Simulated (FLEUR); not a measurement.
Records of electronic-structure calculations.

**MnO2 (Pyrolusite): parallel and opposed starts**

The structure is tetragonal, space group P4_2/mnm (No. 136). The conventional cell has a = 4.398 Å, b = 4.398 Å, c = 2.873 Å, α = 90.00°, β = 90.00°, γ = 90.00°. Mn has 6 O at 1.88 to 1.90 Å nearest. O has 3 Mn at 1.88 to 1.90 Å nearest. Farther neighbours and most contacts between anions are not listed.

```
Mn O
1.0
     4.39830    0.00000    0.00000
     0.00000    4.39830    0.00000
     0.00000    0.00000    2.87300
Mn O
2 4
Direct
  0.00000 0.00000 0.00000
  0.50000 0.50000 0.50000
  0.30515 0.30515 0.00000
  0.19485 0.80515 0.50000
  0.69485 0.69485 0.00000
  0.80515 0.19485 0.50000
```

```
method                                                                      : PBE; all-electron FLAPW, Dirac cores, scalar-relativistic bands (and 1 further level or step)
program                                                                     : FLEUR MaX-R8.1
settings of one run                                                         : kmax 4.4 1/bohr, gmax 13.2 1/bohr, muffin tin radii Mn: 2.21, O: 1.25 bohr, lmax Mn: [8, 6], O: [6, 4], hist occupations, smearing width 0.05 eV, mixer Anderson, mixing 0.05, max iterations 90, stop 2.00e-5 me/bohr³, collinear spin, 8×8×8 k-mesh, mesh matched on, starting moments 4.5 -4.5 0 0 0 0 μB
cost                                                                        : 5 runs, 22 min in all on 4 MPI ranks of Intel Xeon Platinum 8488C (Sapphire Rapids), shared host (the runs of this entry)
notes                                                                       : Only 3 starts were tried; other patterns of signs, canted and longer-period orders were not.
lowest state found                                                          : antiferromagnetic (initial antiferro +-)
largest site spin moment                                                    : 2.50 μB
next finished state                                                         : ferromagnetic, 119 meV a seeded atom higher
energy gained by spin polarisation                                          : 733 meV a seeded atom
orbital moment on the atom of largest spin, along its spin (spin–orbit run) : -0.0236 μB
```

The lowest state found is antiferromagnetic, reached from the start antiferro +-, with moments up to 2.50 μB. The next finished state costs 119 meV a seeded atom.

[Logs and program files are shortened in this print: banners, set-up blocks, solver, clock and traceback lines can be left out without a mark of their own.]

[Logs are printed without paths, hosts, clocks, repeated set-up lines and the standing remarks that a program may print on its own settings, such as how far it seeks lower states.]

[Hosts, paths, dates, database ids (printed as entryN), source tags and the programs' standing remarks are cut or masked in the printed files.]

[Where a cell is said to come from a database of computed structures, the database is the Materials Project.]
